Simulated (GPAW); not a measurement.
# YHSe (P-6m2): G0W0 with GPAW, start to end

How does a plane-wave GW calculation on YHSe (P-6m2) run from the first input to the gap?

Calculated with GPAW 26.7.0; LDA and many-body steps on it, plane waves.

### Step 1. The starting structure

Symmetry: P-6m2, No. 187, hexagonal system. The conventional cell has a = 3.841 Å, b = 3.841 Å, c = 3.916 Å, α = 90.00°, β = 90.00°, γ = 120.00°. Y has 3 H at 2.22 Å and 6 Se at 2.96 Å nearest. Nearest to H lie 3 Y at 2.22 Å. Se has 6 H at 2.96 Å and 6 Y at 2.96 Å nearest. Farther neighbours and most contacts between anions are not listed.

The cell and positions are those that the Materials Project relaxed with its own functionals (PBE, PBE+U or r2SCAN), kept fixed.

### Step 2. Ground state

This step: GPAW 26.7.0; DFT, LDA, plane waves, PAW.

The ground-state density comes first.

Contents of run.py:

```python
import json
import numpy as np
from gpaw.mpi import world
from ase import Atoms
from gpaw import GPAW, PW, FermiDirac

atoms = Atoms(['Y', 'H', 'Se'],
    cell=[[3.8409313358, 0.0000000000, 0.0000000000],
      [-1.9204656679, 3.3263441110, 0.0000000000],
      [0.0000000000, 0.0000000000, 3.9155495600]],
    scaled_positions=[[0.0000000000, 0.0000000000, 0.0000000000],
      [0.3333333333, 0.6666666667, 0.0000000000],
      [0.6666666667, 0.3333333333, 0.5000000000]],
    pbc=(True, True, True))
calc = GPAW(mode=PW(600),
    xc='LDA',
    kpts={'size': (6, 6, 6), 'gamma': True},
    occupations=FermiDirac(0.001),
    nbands=-7,
    convergence={'density': 1e-6, 'bands': -3},
    maxiter=100,
    txt='gs.txt')
atoms.calc = calc
res = {'energy': atoms.get_potential_energy()}
kpts = calc.get_ibz_k_points()
res['kpts'] = kpts
res['eigenvalues'] = [calc.get_eigenvalues(kpt=k) for k in range(len(kpts))]
res['n_electrons'] = calc.get_number_of_electrons()
calc.write('gs.gpw')

if world.rank == 0:
    with open('result.json', 'w') as f:
        json.dump(res, f, default=lambda x: x.tolist())
```

Run with:

```bash
$ mpirun -n 4 gpaw python run.py
```

Numbers of over 12 decimals in the logs are rounded to 6 here.

Log:

```text
__  _  _
 | _ |_)|_||  |
 |__||  | ||/\| - 26.7.0

Input parameters:
  mode=PW(ecut=600.0),
  convergence={'density': 1e-06, 'bands': -3},
  kpts=MonkhorstPack(size=(6, 6, 6), gamma=True),
  maxiter=100,
  nbands=-7,
  occupations=Occupations(name='fermi-dirac', width=0.001, fixmagmom=False),
  xc=XC(name='LDA')
  [... matrices ...]
Diagonalizing LCAO Hamiltonian
Converting LCAO to pw mode

             Se

         H
       Y

Atoms  # Å, Bohr magnetons
|   | symbol |         x |        y |        z |    initial magnetic moments |
| 0 |      Y |  0.000000 | 0.000000 | 0.000000 | ( 0.0000,  0.0000,  0.0000) |
| 1 |      H | -0.000000 | 2.217563 | 0.000000 | ( 0.0000,  0.0000,  0.0000) |
| 2 |     Se |  1.920466 | 1.108781 | 1.957775 | ( 0.0000,  0.0000,  0.0000) |

Unit cell  # Å
| periodic |         x |        y |        z |  lengths |     angles |
|      yes |  3.840931 | 0.000000 | 0.000000 | 3.840931 |  90.000000 |
|      yes | -1.920466 | 3.326344 | 0.000000 | 3.840931 |  90.000000 |
|      yes |  0.000000 | 0.000000 | 3.915550 | 3.915550 | 120.000000 |

Number of symmetries: 12
Symmetry operations  # r_c * U_cc + t_c -> r_c
|    | kind |            matrix            |
|  0 |  σ   |  1, 1, 0,  0,-1, 0,  0, 0, 1 |
|  1 |  C2  |  1, 1, 0,  0,-1, 0,  0, 0,-1 |
|  2 |  E   |  1, 0, 0,  0, 1, 0,  0, 0, 1 |
|  3 |  σ   |  1, 0, 0,  0, 1, 0,  0, 0,-1 |
|  4 |  C3  |  0, 1, 0, -1,-1, 0,  0, 0, 1 |
|  5 |  S3  |  0, 1, 0, -1,-1, 0,  0, 0,-1 |
|  6 |  σ   |  0,-1, 0, -1, 0, 0,  0, 0, 1 |
|  7 |  C2  |  0,-1, 0, -1, 0, 0,  0, 0,-1 |
|  8 |  σ   | -1, 0, 0,  1, 1, 0,  0, 0, 1 |
|  9 |  C2  | -1, 0, 0,  1, 1, 0,  0, 0,-1 |
| 10 |  C3  | -1,-1, 0,  1, 0, 0,  0, 0, 1 |
| 11 |  S3  | -1,-1, 0,  1, 0, 0,  0, 0,-1 |

BZ-sampling:
  Number of BZ points: 216
  Number of IBZ points: 28

  Monkhorst-Pack size: [6, 6, 6]
  Monkhorst-Pack shift: [0.083333, 0.083333, 0.083333]

K-points  # in reciprocal-cell coordinates
|     |                                coordinates |     weight |
|   0 | (  0.00000000,   0.00000000,   0.00000000) | 0.00462963 |
|   1 | (  0.00000000,   0.00000000,   0.16666667) | 0.00925926 |
|   2 | (  0.00000000,   0.00000000,   0.33333333) | 0.00925926 |
|   3 | (  0.00000000,   0.00000000,   0.50000000) | 0.00462963 |
|   4 | (  0.16666667,   0.00000000,   0.00000000) | 0.02777778 |
|   5 | (  0.16666667,   0.00000000,   0.16666667) | 0.05555556 |
|   6 | (  0.16666667,   0.00000000,   0.33333333) | 0.05555556 |
|   7 | (  0.16666667,   0.00000000,   0.50000000) | 0.02777778 |
|   8 | (  0.33333333,  -0.16666667,   0.00000000) | 0.02777778 |
|   9 | (  0.33333333,  -0.16666667,   0.16666667) | 0.05555556 |
| ... |                                            |            |
|  27 | (  0.50000000,   0.50000000,   0.50000000) | 0.01388889 |

Plane wave coefficients: 1696
Cutoff: 600.0 eV

Spin-components: 1 (collinear spins)
Bands:           16
Projectors:      14
Spin-degeneracy: 2
Datatype:        complex128

  Storage: CPU
  Wave functions: 12_020_736 bytes (3_005_184 per core)
  Projectors: 19_533_696 bytes (4_883_424 per core)
  [... matrices ...]
Parallelization:
  kpt:    4
  domain: 1
  band:   1

Density:
  Valence electrons: 18.0
  Components: 1
  Grid points: [24 24 24]
  Charge: 0.0  # |e|

Potential:
  Grid points: [24 24 24]

species:
  Y:
    name:    Yttrium
    Z:       39.0
    valence: 11
    core:    28
    charge:  0.0  # [|e|]
    compensation charges:
      type: gauss
      rc: 0.40  # [Å]
      lmax: 2
    cutoffs:
      filter: 2.39  # [Å]
      core: 1.70  # [Å]
    projectors
    | kind |    occ | energy [eV] | rcut [Å] |
    |   4s |  2.000 |     -47.976 |    1.328 |
    |   5s |  2.000 |      -4.228 |    1.328 |
    |   4p |  6.000 |     -27.951 |    1.318 |
    |   5p |  0.000 |      -1.496 |    1.318 |
    |   4d |  1.000 |      -2.645 |    1.286 |
    |    d |        |      24.567 |    1.286 |

    Using partial waves for Y as LCAO basis

  H:
    name:    Hydrogen
    Z:       1.0
    valence: 1
    core:    0
    charge:  0.0  # [|e|]
    compensation charges:
      type: gauss
      rc: 0.15  # [Å]
      lmax: 2
    cutoffs:
      filter: 0.85  # [Å]
      core: 0.53  # [Å]
    projectors
    | kind |    occ | energy [eV] | rcut [Å] |
    |   1s |  1.000 |      -6.353 |    0.476 |
    |    s |        |      20.858 |    0.476 |
    |    p |        |       0.000 |    0.476 |

    Using partial waves for H as LCAO basis

  Se:
    name:    Selenium
    Z:       34.0
    valence: 6
    core:    28
    charge:  0.0  # [|e|]
    compensation charges:
      type: gauss
      rc: 0.27  # [Å]
      lmax: 2
    cutoffs:
      filter: 1.77  # [Å]
      core: 2.67  # [Å]
    projectors
    | kind |    occ | energy [eV] | rcut [Å] |
    |   4s |  2.000 |     -17.472 |    0.847 |
    |   4p |  4.000 |      -6.656 |    1.005 |
    |    s |        |       9.739 |    0.847 |
    |    p |        |      20.555 |    1.005 |
    |    d |        |       0.000 |    0.847 |

    Using partial waves for Se as LCAO basis

Reference energy: -158017.189022  # eV

eigensolver:
  PPCG
  Converge bands: -3
  niter=2

density mixing:
  MSR1-Mixer
  Pratt-step length: 0.05
  Maximum mixing coefficient: 0.75
  Old densities: 10
  SVD Regularization: 0.005
  Good broyden scale: 1.0
  Trust region scale: 1.0
  Backstep threshold: 4.0
  History deletion threshold: 6.0
  Fourier metric: weight=20.0, sigma=0.015

occupation numbers:
  Fermi-Dirac:
    width: 0.0010  # eV

poisson solver:
  ecut: 4800.0  # eV

xc functional:
  name: None

Initialization done in: 0.932 s

convergence criteria:
- Maximum integral of absolute [dens]ity change: 1e-06 electrons / valence electron
- Maximum [total energy] change in last 3 cyles: 0.0005 eV / valence electron
- Maximum integral of absolute [eigenst]ate change: 4e-08 eV^2 / valence electron
maximum number of iterations: 100

SCF iterations
|iter     |     time |      energy | eigst |  dens |
|iter:   1|  |  -18.088784 | +0.66 |       |
|iter:   2|  |  -17.998079 | -0.94 | -1.12 |
|iter:   3|  |  -17.553097 | -0.80 | -1.16 |
|iter:   4|  |  -17.552180 | -2.99 | -1.79 |
|iter:   5|  |  -17.552441c| -3.78 | -2.19 |
|iter:   6|  |  -17.552434c| -4.61 | -2.85 |
|iter:   7|  |  -17.552435c| -5.65 | -3.38 |
|iter:   8|  |  -17.552435c| -7.00 | -4.28 |
|iter:   9|  |  -17.552435c| -7.76c| -4.90 |
|iter:  10|  |  -17.552435c| -8.33c| -5.65 |
|iter:  11|  |  -17.552435c| -8.68c| -6.30c|

Converged in 11 steps
SCF loop duration: 2.680 s (0.244 s/step)
Energy contributions relative to reference atoms: (reference = -158017.189022)
  [... matrices ...]
Energy contributions:
  Kinetic:          11.042660
  Coulomb:         -12.107496
  Zero:             -0.182839
  External:          0.000000
  Xc:              -16.304761
  Entropy:          -0.000000
  Spinorbit:         0.000000
  ----------------------------
  Free energy:     -17.552435
  Extrapolated:    -17.552435

dipole moment: (-5.645102, -13.313474, -16.556764)  # |e|*Ang

Fermi level: 7.727
Eigenvalues  # (at kpt = [0.000, 0.000, 0.000])
| band index |      eig [eV] | occ [0-2] |
|          0 |       -35.094 |     2.000 |
|          1 |       -15.140 |     2.000 |
|          2 |       -15.039 |     2.000 |
|          3 |       -15.039 |     2.000 |
|          4 |        -6.281 |     2.000 |
|          5 |         3.362 |     2.000 |
|          6 |         5.247 |     2.000 |
|          7 |         5.377 |     2.000 |
|          8 |         5.377 |     2.000 |
|          9 |         8.301 |     0.000 |
|         10 |        10.674 |     0.000 |
|         11 |        10.674 |     0.000 |
|         12 |        10.872 |     0.000 |
|         13 |        10.872 |     0.000 |
|         14 |        13.863 |     0.000 |
|         15 |        15.948 |     0.000 |

Gap: 1.369 eV
Transition (v -> c):
  (s=0, k=3, n=8, [0.00, 0.00, 0.50]) -> (s=0, k=0, n=9, [0.00, 0.00, 0.00])
Direct/indirect transitions are different
Direct gap: 1.745 eV
Transition at: (s=0, k=3, n=8, [0.00, 0.00, 0.50])
# Writing to gs.gpw (mode='')
  [... matrices ...]
```

It took 5.1 s on 4 MPI ranks of Arm Neoverse V2, shared host; peak memory 0.68 GiB; 20 s of CPU time.

Numbers from this step:

| Property | Result |
| --- | --- |
| total energy | -17.55 eV |
| gap | 1.369 eV |
| k of the valence top | 0, 0, 0.5 |
| k of the conduction bottom | 0, 0, 0 |
| least direct gap | 1.745 eV |

The gap is indirect, with the least direct gap 0.38 eV higher.

### Step 3. Empty states on the mesh, 3×3×4 mesh, 123 bands

The sums over transitions need many empty states on a uniform mesh; this step solves for them.

Contents of run.py:

```python
import json
import numpy as np
from gpaw.mpi import world
from gpaw import GPAW

calc = GPAW('gs.gpw').fixed_density(kpts={'size': (3, 3, 4), 'gamma': True},
    parallel={'domain': 1, 'band': 1},
    txt='nscf.txt')
calc.diagonalize_full_hamiltonian(nbands=123)
calc.write('full.gpw', mode='all')
res = {}
kpts = calc.get_ibz_k_points()
res['kpts'] = kpts
res['eigenvalues'] = [calc.get_eigenvalues(kpt=k) for k in range(len(kpts))]
res['n_electrons'] = calc.get_number_of_electrons()

if world.rank == 0:
    with open('result.json', 'w') as f:
        json.dump(res, f, default=lambda x: x.tolist())
```

Run with:

```bash
$ mpirun -n 4 gpaw python run.py
```

Log:

```text
Diagonalizing LCAO Hamiltonian
Converting LCAO to pw mode
convergence criteria:
- Maximum integral of absolute [eigenst]ate change: 4e-08 eV^2 / valence electron
maximum number of iterations: 100

SCF iterations
|iter     |     time |      energy | eigst |  dens |
|iter:   1|  |             | +0.39 |       |
|iter:   2|  |             | -1.13 |       |
|iter:   3|  |             | -2.46 |       |
[...]
|iter:   7|  |             | -6.20 |       |
|iter:   8|  |             | -6.96 |       |
|iter:   9|  |             | -7.66c|       |
SCF steps: 9
  __  _  _
 | _ |_)|_||  |
 |__||  | ||/\| - 26.7.0

Input parameters:
  mode=PW(ecut=600.0),
  convergence={'density': 1e-06, 'bands': -3},
  gpts=array([24, 24, 24]),
  kpts=MonkhorstPack(size=(3, 3, 4), gamma=True),
  maxiter=100,
  nbands=16,
  occupations=Occupations(name='fermi-dirac', width=0.001, fixmagmom=False),
  parallel={'domain': 1, 'band': 1},
  xc=XC(name='LDA')
Matrix size: 1677x1677
# Writing to full.gpw (mode='all')
  [... matrices ...]

timing:  # [seconds]
  Total: 11.219  # ━━━━━━━━━━━━━━━━━━━━━━━━━━━━━━━━━━━━━━━━━━━━━━━━━━━━━━━━━━
```

Run time: 14 s. Hardware: 4 MPI ranks; peak memory 1.5 GiB; 57 s of CPU time.

Numbers from this step:

- gap: 1.369 eV
- k of the valence top: 0, 0, 0.5
- k of the conduction bottom: 0, 0, 0
- least direct gap: 1.745 eV
- k points computed: 9
- lowest point of the top converged band, above the valence top: 88.4132 eV

On this mesh the gap is 1.369 eV.

### Step 4. Screening and self-energy, 3×3×4 mesh, 113 bands, screening to 100 eV

Now the one-shot GW correction: screening in the RPA, then the self-energy of the levels asked for.

This step: G0W0 on LDA, plane waves, PAW.

Contents of run.py:

```python
import json
import numpy as np
from gpaw.mpi import world
from gpaw.response.g0w0 import G0W0

gw = G0W0('full.gpw',
    filename='gw',
    kpts=[0, 2],
    bands=(7, 11),
    ecut=100,
    nbands=113,
    integrate_gamma='WS',
    ppa=True)
gw.calculate()
res = {mode: {k: v for k, v in r.items() if k != 'sigma_eskwn'}
       for mode, r in gw.all_results.items()}

if world.rank == 0:
    with open('result.json', 'w') as f:
        json.dump(res, f, default=lambda x: x.tolist())
```

Run with:

```bash
$ mpirun -n 4 gpaw python run.py
```

Log:

```text
Using integrator: PointIntegrator
FrequencyGridDescriptor(from 0.000+0.000j to 0.000+27.211j eV, 2 points)
Nonperiodic BCs:  [False False False]
Using integrator: PointIntegrator
FrequencyGridDescriptor(from 0.000+0.000j to 0.000+27.211j eV, 2 points)
Nonperiodic BCs:  [False False False]
  ___  _ _ _
 |   || | | |
 | | || | | |
 |__ ||_____|
 |___|

BZ k-points: Symmetries present (total): 12

  [... matrices ...]
36 k-points: 3 x 3 x 4 Monkhorst-Pack grid + [0.000000,0.000000,1/8]
9 k-points in the irreducible part of the Brillouin zone
       k-points in crystal coordinates                weights
   0:     0.00000000    0.00000000    0.00000000          1/36
   1:     0.00000000    0.00000000    0.25000000          2/36
   2:     0.00000000    0.00000000    0.50000000          1/36
   3:     0.33333333    0.00000000    0.00000000          6/36
   4:     0.33333333    0.00000000    0.25000000         12/36
   5:     0.33333333    0.00000000    0.50000000          6/36
   6:     0.33333333    0.33333333    0.00000000          2/36
   7:     0.33333333    0.33333333    0.25000000          4/36
   8:     0.33333333    0.33333333    0.50000000          2/36

Distributing spins, k-points and bands (1 x 2 x 4) over 4 processes
Number of blocks: 1

Quasi particle states:
k-points (IBZ indices): [0, 2]
Band range: (7, 11)
  [... matrices ...]
Computational parameters:
Plane wave cut-off: 100 eV
Number of bands: 113
Coulomb cutoff: None
Broadening: 0.1 eV

fxc modes: GW
Kernel: RPA
Using Godby-Needs plasmon-pole approximation:
  Fitting energy: i*E0, E0 = 1.000 Hartree
Summing all q:

Calculating screened Coulomb potential
No Coulomb truncation
FrequencyGridDescriptor(from 0.000+0.000j to 0.000+27.211j eV, 2 points)
Removing empty qpoint cache files...

Calculating chi0 body with:
    Ground state adapter containing:
    Number of spins: 1
    Number of kpoints: 36
    Number of irreducible kpoints: 9
    Number of completely occupied states: 9
    Number of partially occupied states: 9
    Occupied states memory: 1.8984375 M / cpu

    Linear response parametrization:
    q_c: [0.0, 0.0, 0.0]
    Number of frequency points: 2
    Planewave cutoff: 100.0
    Number of bands: 113
    Number of planewaves: 109
    Broadening (eta): 1e-06
    comm.size: 4
    kncomm.size: 4
    blockcomm.size: 1

    Memory estimate of potentially large arrays:
        chi0_wGG: 0.362579 M / cpu
Integrating chi0 body.

Symmetries of q_c:
    Direct symmetries (Uq -> q): 12
    Indirect symmetries (TUq -> q): 12
In total 24 allowed symmetries.

  [... matrices ...]
9 groups of equivalent kpoints. 75.0% reduction.

Integral kind: response function
Integrating chi0 head and wings.

Symmetries of q_c:
    Direct symmetries (Uq -> q): 12
    Indirect symmetries (TUq -> q): 12
In total 24 allowed symmetries.

  [... matrices ...]
9 groups of equivalent kpoints. 75.0% reduction.

Integral kind: response function wings

Calculating chi0 body with:
    Ground state adapter containing:
    Number of spins: 1
    Number of kpoints: 36
    Number of irreducible kpoints: 9
    Number of completely occupied states: 9
    Number of partially occupied states: 9
    Occupied states memory: 1.8984375 M / cpu

    Linear response parametrization:
[... the further q-points ...]

Results:
f:      Occupation numbers
eps:     KS-eigenvalues [eV]
vxc:     KS vxc [eV]
exx:     Exact exchange [eV]
sigma:   Self-energies [eV]
dsigma:  Self-energy derivatives
Z:       Renormalization factors
qp:      QP-energies [eV]

k-point 0 (0): (0.000, 0.000, 0.000)                GW
band       f     eps     vxc     exx   sigma  dsigma       Z      qp
                                                                   GW
   7   1.000   5.377 -14.647 -16.683   1.747  -0.258   0.795   5.147
   8   1.000   5.377 -14.647 -16.683   1.747  -0.258   0.795   5.147
   9   0.000   8.301 -12.616  -7.790  -4.019  -0.234   0.810   8.955
  10   0.000  10.674 -15.340  -9.691  -4.430  -0.255   0.797  11.645

k-point 1 (2): (0.000, 0.000, 0.500)                GW
band       f     eps     vxc     exx   sigma  dsigma       Z      qp
                                                                   GW
   7   1.000   5.793 -15.227 -17.283   1.750  -0.255   0.797   5.550
   8   1.000   6.932 -14.069 -16.057   1.450  -0.254   0.798   6.503
   9   0.000   8.677 -13.782  -8.519  -4.118  -0.241   0.806   9.599
  10   0.000   8.677 -13.782  -8.519  -4.118  -0.241   0.806   9.599
```

It took 17 s on 4 MPI ranks; peak memory 1.2 GiB; 67 s of CPU time.

Numbers from this step:

| Property | Result |
| --- | --- |
| G0W0 gap on the points computed | 2.452 eV |
| least direct G0W0 gap on the computed points | 3.096 eV |
| Z at the valence top | 0.7976 |
| Z at the conduction bottom | 0.8102 |
| starting gap on the mesh | 1.369 eV |
| k of the valence top | 0, 0, 0.5 |
| k of the conduction bottom | 0, 0, 0 |

The gap on the mesh goes from 1.37 eV to 2.45 eV, a correction of +1.08 eV.

Limits: finite bands, cutoff and mesh; no spin-orbit coupling; coarse k mesh. v1 is the top filled band, c1 the lowest empty one. Levels before and after the correction, in eV, zero at the valence-band top of each column:

```csv
,conduction bottom,valence top
Kohn-Sham,1.37,0.00
G0W0,2.45,0.00
```

```csv
,level,energy (eV)
Kohn-Sham,Γ v2-v1,-1.555
Kohn-Sham,Γ c1,1.369
Kohn-Sham,Γ c2,3.742
Kohn-Sham,(0 0 0.5) v2,-1.139
Kohn-Sham,(0 0 0.5) v1,0.000
Kohn-Sham,(0 0 0.5) c1-c2,1.745
G0W0,Γ v2-v1,-1.356
G0W0,Γ c1,2.452
G0W0,Γ c2,5.142
G0W0,(0 0 0.5) v2,-0.953
G0W0,(0 0 0.5) v1,0.000
G0W0,(0 0 0.5) c1-c2,3.096
```

### Step 5. Where the time went

Times are wall times on 4 MPI ranks of Arm Neoverse V2, shared host, good to a factor of about two.

```csv
step,time,share,memory (GiB)
ground state,5.1 s,14 %,0.68
empty states on the mesh,14 s,40 %,1.5
screening and self-energy,17 s,46 %,1.2
```

### Step 6. Summary of results

| Property | Result |
| --- | --- |
| LDA gap | 1.37 eV, indirect |
| G0W0 gap on the mesh | 2.45 eV |
| GW settings | 3×3×4 mesh, 113 bands, screening to 100 eV, Godby-Needs plasmon pole |
| known limits | not at the basis limit; no spin-orbit coupling; coarse k mesh |

G0W0 moves the gap on the mesh from 1.37 eV to 2.45 eV (+1.08 eV), with Z of 0.80 and 0.81 at the edges. Only 2 of the mesh's irreducible points were corrected, so a valley elsewhere could overtake. Bands and cutoff are finite, so the gap is not at the basis limit. The miss can reach some tenths of an eV and take either sign; the mesh is an error of its own. These stock PAW sets were not made for GW; the filled d or f shell of Se lies in the frozen core, which bears on start and correction. In the G0W0 run levels were corrected at 2 k points alone, so a gap called «on the mesh» is the least over those, and an edge elsewhere would be missed. The 3×3×4 mesh is coarse for this cell, which bears on the long-range parts of exchange and screening. The many-body steps are scalar-relativistic: spin-orbit coupling is not in them.

[Paths, hosts, dates, memory and timing lines, banners, echoed tables and standing remarks are left out of the program output.]

[Logs are printed without paths, hosts, clocks, repeated set-up lines and the standing remarks that a program may print on its own settings, such as how far it seeks lower states.]

[Runs of the session that timed out or met a known fault of the program may be left out.]

[Hosts, paths, dates, database ids (printed as entryN), source tags and the programs' standing remarks are cut or masked in the printed files.]
